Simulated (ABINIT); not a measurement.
An input for ABINIT 10.8.3 (SiO2 (P6_422)):

```
acell 3*1.0 Angstrom
rprim 
  5.060522228394 0.000000000001 0.000000000000
  -2.530261114198 4.382540806204 0.000000000000
  0.000000000000 0.000000000000 5.541353310000
ntypat 2
znucl 14 8
natom 9
typat 1 1 1 2 2 2 2 2 2
xred 
  0.000000000000 0.500000000000 0.333333333333
  0.500000000000 0.500000000000 0.666666666667
  0.500000000000 0.000000000000 -0.000000000000
  0.582789260000 0.791394630000 0.833333333333
  0.791394630000 0.582789260000 0.500000000000
  0.791394630000 0.208605370000 0.166666666667
  0.417210740000 0.208605370000 0.833333333333
  0.208605370000 0.417210740000 0.500000000000
  0.208605370000 0.791394630000 0.166666666667
pp_dirpath "pseudos"
pseudos "Si.upf, O.upf"
ecut 36
ngkpt 3 3 2
nshiftk 1
shiftk 0 0 0
kptopt 1
chksymbreak 0
istwfk *1
occopt 1
irdwfk 1
optdriver 4
nband 216
gwcalctyp 0
ecutsigx 36
symsigma 1
nkptgw 6
kptgw 
  0.0000000000 0.0000000000 0.0000000000
  0.3333333333 0.0000000000 0.0000000000
  0.3333333333 0.3333333333 0.0000000000
  0.0000000000 0.0000000000 0.5000000000
  0.3333333333 0.0000000000 0.5000000000
  0.3333333333 0.3333333333 0.5000000000
bdgw 
  7 30
  7 30
  7 30
  7 30
  7 30
  7 30
ecuteps 3.9
irdscr 1
ppmodel 1
indata_prefix "in"
outdata_prefix "out"
tmpdata_prefix "tmp"
```

```sh
OMP_NUM_THREADS=1 mpirun -n 8 abinit run.abi > log
```

Q: How long will it take on 8 MPI ranks of Arm Neoverse V2, shared host, and how much memory?

It took 2.4 min; on shared hardware allow 71 s to 4.7 min. Peak host memory was 3.5 GiB.

[Paths, hosts, dates, memory and timing lines, banners, echoed tables and standing remarks are left out of the program output.]

[Logs are printed without paths, hosts, clocks, repeated set-up lines and the standing remarks that a program may print on its own settings, such as how far it seeks lower states.]

[Runs of the session that timed out or met a known fault of the program may be left out.]

[Hosts, paths, dates, database ids (printed as entryN), source tags and the programs' standing remarks are cut or masked in the printed files.]

[G0W0 gaps are taken among the corrected bands and points alone; a level outside them can change the order at an edge.]

[Where Ansatz stands beside ABINIT at settings called matched, ABINIT's density can come from a denser mesh and the files from another edition; pairs whose starting gaps differed by over 0.03 eV were left out, so agreement reads better than it is.]
